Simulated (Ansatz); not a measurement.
# Elastic response of ThTi2O6 (C2/m) (72 atoms): runs compared

How stiff is ThTi2O6 (C2/m) (72 atoms), and how do its levels respond to strain?

Computed with Ansatz 0.2.0: Kohn-Sham DFT, r2SCAN, PAW (set soft_2), plane waves.

## Step 1: The cell as built

The cell holds 72 atoms: 8 Th, 16 Ti and 48 O. Cell: a = 9.822 Å, b = 7.648 Å, c = 14.072 Å, α = 90.0°, β = 118.8°, γ = 90.0°. It derives from ThTi2O6 (C2/m), repeated 1×2×2. ThTi2O6, space group C2/m, structure from the Crystallography Open Database, 1 x 2 x 2 conventional cells; every coordinate displaced by a Gaussian of 0.02 Å.

Limits known from the start: Sampling is at Γ alone. Spin–orbit coupling is left out, which matters for the levels of the heavy elements.

## Step 2: The reference run

The reference is a single point at the end of the relaxation.

Every strained cell starts from the geometry of this run, and its atoms are relaxed with the cell held.

Its input, with most atom lines left out:

```yaml
crystal:
  lattice:
    - [9.93688, -0.00067, -0.04569]
    - [-0.00052, 7.57648, 9.0e-05]
    - [-6.92457, 0.0006, 12.33767]
  atoms:
    - { symbol: Th, position: [0.99967, 4.0e-05, 0.99973] }
    - { symbol: Th, position: [0.49981, 0.24999, 0.9998] }
    - { symbol: Ti, position: [0.82493, 0.99996, 0.19615] }
    - { symbol: Ti, position: [0.17446, 6.0e-05, 0.30332] }
    - { symbol: Ti, position: [0.32492, 0.25002, 0.19614] }
    - { symbol: Ti, position: [0.67448, 0.24998, 0.30335] }
    - { symbol: O, position: [0.77702, 0.24999, 0.20169] }
    [... atom lines 8 to 72 left out ...]
kpoints:
  mp_grid: { grid: [1, 1, 1] }
hamiltonian:
  xc: r2scan
scf:
  occupations: { method: fixed }
output:
  forces: true
  stress: true
  populations: intrinsic
  dos:
    method: { smearing: { sigma: 0.1 } }
    de: 0.1
    projected: { site_lists: { O: [O], Th: [Th], Ti: [Ti] } }
  eigenvalues: true
  write_density: true
  write_potential: true
  volumetric_format: npy
  elf: true
```

```
free energy per atom   : -2409.0934 eV/atom
r.m.s. force component : 0.00133 eV/Å
pressure               : -0.00289 GPa
```

Filled and empty levels are parted by 3.60 eV at Γ alone; the mesh holds the band edges only if they fold onto it, so the gap at this level can be narrower or closed.

## Step 3: The runs

Each row is one run, on 4 threads of Arm Neoverse V2, shared host. The free energy is the program's total, comparable only between runs with the same functional, potentials and atoms.

```tsv
run	atoms	outcome	ionic steps, all passes	free energy (eV)	time	host memory (GiB)
Single point at the start	72	converged	-	-173450.346	29 s	2.7
Cell and atoms relaxed	72	converged	7	-173454.724	2.8 min	2.8
Single point at the relaxed geometry	72	converged	-	-173454.724	39 s	2.8
Volume -3 %	72	converged	4	-173454.288	2 min	2.8
Volume +3 %	72	converged	3	-173454.317	96 s	2.8
Volume +5 %	72	converged	4	-173453.630	2.1 min	2.9
Volume -1.5 %	72	converged	2	-173454.615	70 s	2.8
Stretched by 1 % along x	72	converged	3	-173454.651	94 s	2.8
Compressed by 1 % along x	72	converged	3	-173454.651	91 s	2.8
Sheared by 2 % in xy	72	converged	3	-173454.669	95 s	2.8
```

In some runs the program notes that the SCF threshold is loose for the stress.

## Step 4: Pressure against volume

Atoms are relaxed at each volume, in the scaled cell.

```tsv
volume change (%)	volume (Å³/atom)	energy change (meV/atom)	pressure (GPa)	largest move on relaxing (Å)	bonds	gap (eV)
-3	12.482	6.07	5.16	0.06	160	3.60
-1.5	12.675	1.52	2.59	0.03	160	3.62
+0	12.868	0.00	0.00	-	160	3.60
+3	13.254	5.65	-4.58	0.05	160	3.55
+5	13.511	15.20	-7.32	0.09	160	3.52
```

## Step 5: Uniaxial strain and shear

Stress (GPa, compression positive) less that of the relaxed cell, atoms relaxed:

```tsv
strain	xx	yy	zz	xy	energy change (meV/atom)
stretched by 1 % along x	-2.520	-0.988	-1.069	0.000	1.02
compressed by 1 % along x	2.572	1.009	1.154	-0.001	1.02
sheared by 2 % in xy	0.005	0.008	-0.004	-0.972	0.76
```

## Step 6: Findings

The bulk modulus, from the slope of pressure against ln V over the three points nearest the relaxed volume, is 160 GPa; between neighbouring points the slope runs 168, 171, 155 and 142 GPa from the smallest volume up, without a steady fall, so no pressure derivative is given. The gap goes from 3.60 eV at the smallest volume to 3.52 eV at the largest, -1.2 eV per unit of ln V by a straight line, not monotonically (lowest 3.52, highest 3.62 eV), on the run's k-points. In the Cartesian axes of the cell, finite differences give C11 = 255, C12 = 99.9, C13 = 111 and C66 = 48.6 GPa (the shear of 2 % is the engineering strain, εxy = 0.01). The mean of C11, C12 and C13, which equals the bulk modulus in a cubic or isotropic solid, is 155 GPa: it agrees with the bulk modulus within 10 %.

**Limits.** Strains are finite and relaxations stop at the force tolerance of the input, which can leave moduli too stiff; they are those of a static cell at zero temperature. Volumes are changed with the cell's shape held, so in an anisotropic solid the modulus lies over the one under free hydrostatic load. The program notes that the SCF threshold of the relaxations is loose for the stress.

The DFT runs together took 15 min of wall time.

[Logs are printed without paths, hosts, clocks, repeated set-up lines and the standing remarks that a program may print on its own settings, such as how far it seeks lower states.]

[Hosts, paths, dates, database ids (printed as entryN), source tags and the programs' standing remarks are cut or masked in the printed files.]
